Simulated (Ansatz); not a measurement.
# CuPd (Skaergaardite, Pm-3m): phonons and vibrational spectra, part 3 of 3

The cell of CuPd (Skaergaardite, Pm-3m) is at rest. What are its phonons? After the zone centre comes a 4×4×4 q mesh on a 16×16×16 k mesh.

Ansatz 0.2.0; DFT PBEsol, scalar-relativistic, plane waves, PAW; PAW set soft_1.

So far. Step 2 (Linear response at the zone centre): Before it was imposed, the acoustic sum rule was missed by 3.7e-5 eV/Å². Small misses are needed for a sound result but don't prove that mesh and cutoff are converged. The lowest optical mode is real, 224 cm⁻¹.

The database entry behind the starting cell differs from later determinations by our own check (about 0.35 % long), so it need not match the best structure at ambient conditions.

### Step 3. Response at finite wavevector (continued)

Second derivatives of the energy by pair, one row for each kind of neighbour of each atom listed. Each entry sums the pair over the periodic images of the supercell that the q mesh stands for, and in a polar crystal it holds the long-range dipole part too. Force constants by pair, by row:

```
atom  neighbour  distance (Å)  third of the trace (eV/Å²)  along the pair's line (eV/Å²)
 Cu1     itself             0                       8.085                              –
 Cu1         Pd         2.564                     -0.9062                         -3.084
 Cu1         Cu         2.961                      0.0111                        -0.0693
 Cu1         Cu         4.187                     -0.0424                        -0.1058
 Cu1         Pd          4.91                     -0.0072                        -0.0126
 Cu1         Cu         5.129                     -0.0375                        -0.1246
 Cu1         Cu         5.922                     -0.0067                        -0.0297
 Cu1         Pd         6.453                      0.0045                         0.0089
 Cu1         Cu         6.621                      0.0071                       -6.00e-4
 Pd2     itself             0                       9.212                              –
 Pd2         Cu         2.564                     -0.9062                         -3.084
 Pd2         Pd         2.961                     -0.2218                        -0.9977
 Pd2         Pd         4.187                     -0.0436                        -0.1213
 Pd2         Cu          4.91                     -0.0072                        -0.0126
 Pd2         Pd         5.129                    -2.00e-4                        -0.0287
 Pd2         Pd         5.922                      0.0034                        -0.0172
 Pd2         Cu         6.453                      0.0045                         0.0089
 Pd2         Pd         6.621                      -0.007                        -0.0168
```

Harmonic thermodynamic functions per atom, from the density of states. Interpolated from a 4×4×4 q mesh. Thermodynamic functions, by row:

```
T (K)  F_vib (meV/atom)  S (J/mol-atom/K)  C_V (J/mol-atom/K)
    0             29.79                 0                   0
   50             29.26             3.418               7.172
  100             25.43             11.49               16.19
  200              6.03             25.06               22.11
  300            -25.03             34.36               23.61
  400            -64.37             41.24               24.18
  500              -110             46.67               24.45
  600            -160.8             51.15                24.6
  700            -215.8             54.94               24.69
  800            -274.5             58.24               24.75
  900            -336.4             61.16               24.79
 1000            -401.2             63.78               24.82
```

Harmonic mean-square displacement, third of the trace. Interpolated from a 4×4×4 q mesh. Mean square displacements, by row:

```
T (K)  Cu1 U_eq (Å²)  Pd2 U_eq (Å²)
    0        0.00181        0.00136
  100         0.0031        0.00261
  300         0.0078        0.00688
  600        0.01528        0.01357
```

Symmetry leaves 10 wavevectors to solve. The lowest mode among them, the acoustic zeros apart, lies at q = (0, 0.25, 0.25) and is real, 37.5 cm⁻¹.

### Step 4. Isotope substitution, element Cu, natural mass 63.546 amu

An isotope changes the mass and not the force constants, so no new electronic calculation is needed; the shifts show which modes move this element.

The same force constants with the mass of Cu changed from 63.546 to 64.928 u (phonopy, no LO-TO term). Both lists are sorted by frequency; levels can cross, so a row need not hold one and the same mode. Modes under 3 cm⁻¹ are left out. Isotope shifts, by row:

```
          q  rank  natural mass (cm⁻¹)  changed mass (cm⁻¹)
      0 0 0     4                223.5                  222
      0 0 0     5                223.5                  222
      0 0 0     6                223.5                  222
   0 0 0.25     1                84.72                84.44
   0 0 0.25     2                84.72                84.44
   0 0 0.25     3                112.5                  112
   0 0 0.25     4                210.9                209.3
   0 0 0.25     5                210.9                209.3
   0 0 0.25     6                220.9                219.4
   0 0 -0.5     1                136.7                136.7
   0 0 -0.5     2                136.7                136.7
   0 0 -0.5     3                176.7                176.7
   0 0 -0.5     4                189.2                187.2
   0 0 -0.5     5                189.2                187.2
   0 0 -0.5     6                198.2                196.1
0 0.25 0.25     1                 37.5                37.33
0 0.25 0.25     2                108.9                108.6
0 0.25 0.25     3                158.1                158.1
0 0.25 0.25     4                194.3                192.3
0 0.25 0.25     5                200.9                199.3
0 0.25 0.25     6                234.6                233.1
```

A mode of this element alone would shift by -1.07 %. The highest zone-centre frequency without the field goes from 223.5 to 222.0 cm⁻¹ (-0.7 %). The product of the frequency ratios over all optical modes at Γ is 0.980; the product rule, (m/m′)^(3k/2) (M′/M)^(3/2) with k = 1 such atoms and M the mass of the cell, gives 0.980.

### Step 5. Isotope substitution, element Pd, natural mass 106.42 amu

The same for Pd, from 106.42 to 109.91 u.

A mode of this element alone would shift by -1.60 %. The highest zone-centre frequency without the field goes from 223.5 to 222.2 cm⁻¹ (-0.6 %). The product of the frequency ratios over all optical modes at Γ is 0.982; the product rule, (m/m′)^(3k/2) (M′/M)^(3/2) with k = 1 such atoms and M the mass of the cell, gives 0.982.

### Step 6. What came out

| Item | Value |
| --- | --- |
| space group (within 0.01 Å) | Pm-3m |
| volume per atom | 13.0 Å³ |
| electronic character | no gap on this mesh |
| highest optical mode at the zone centre (no LO-TO term) | 224 cm⁻¹ |
| lowest optical zone-centre mode | 224 cm⁻¹ |
| lowest mode on the q mesh (acoustic modes at Γ apart) | 37.5 cm⁻¹ |
| highest frequency on the path or at a solved wavevector | 246 cm⁻¹ |
| zero-point energy per atom | 29.8 meV |
| heat capacity at 300 K | 23.6 J/(mol atoms K) |
| vibrational entropy at 300 K | 34.4 J/(mol atoms K) |
| Debye temperature (second moment) | 317 K |
| imaginary modes on the 4×4×4 q mesh | none |

What this shows: The structure is a minimum as far as tested: no mode is imaginary at the 10 irreducible wavevectors of the 4×4×4 mesh, and the softest away from the acoustic zeros lies at 38 cm⁻¹. The optical modes at Γ form one degenerate level at 224 cm⁻¹. With no gap, or one that is small against the smearing, the frequencies hang on the k mesh and the smearing, most of all near Kohn anomalies. The phonon runs are without spin polarisation, although the cell has an odd electron count. The PAW files were made for PBE and serve the other functionals too. A phonon run warned that its eigensolver left some bands unconverged in a pass. These are harmonic frequencies at zero temperature: anharmonic shifts, linewidths and thermal expansion are left out.

[Logs are printed without paths, hosts, clocks, repeated set-up lines and the standing remarks that a program may print on its own settings, such as how far it seeks lower states.]

[Hosts, paths, dates, database ids (printed as entryN), source tags and the programs' standing remarks are cut or masked in the printed files.]
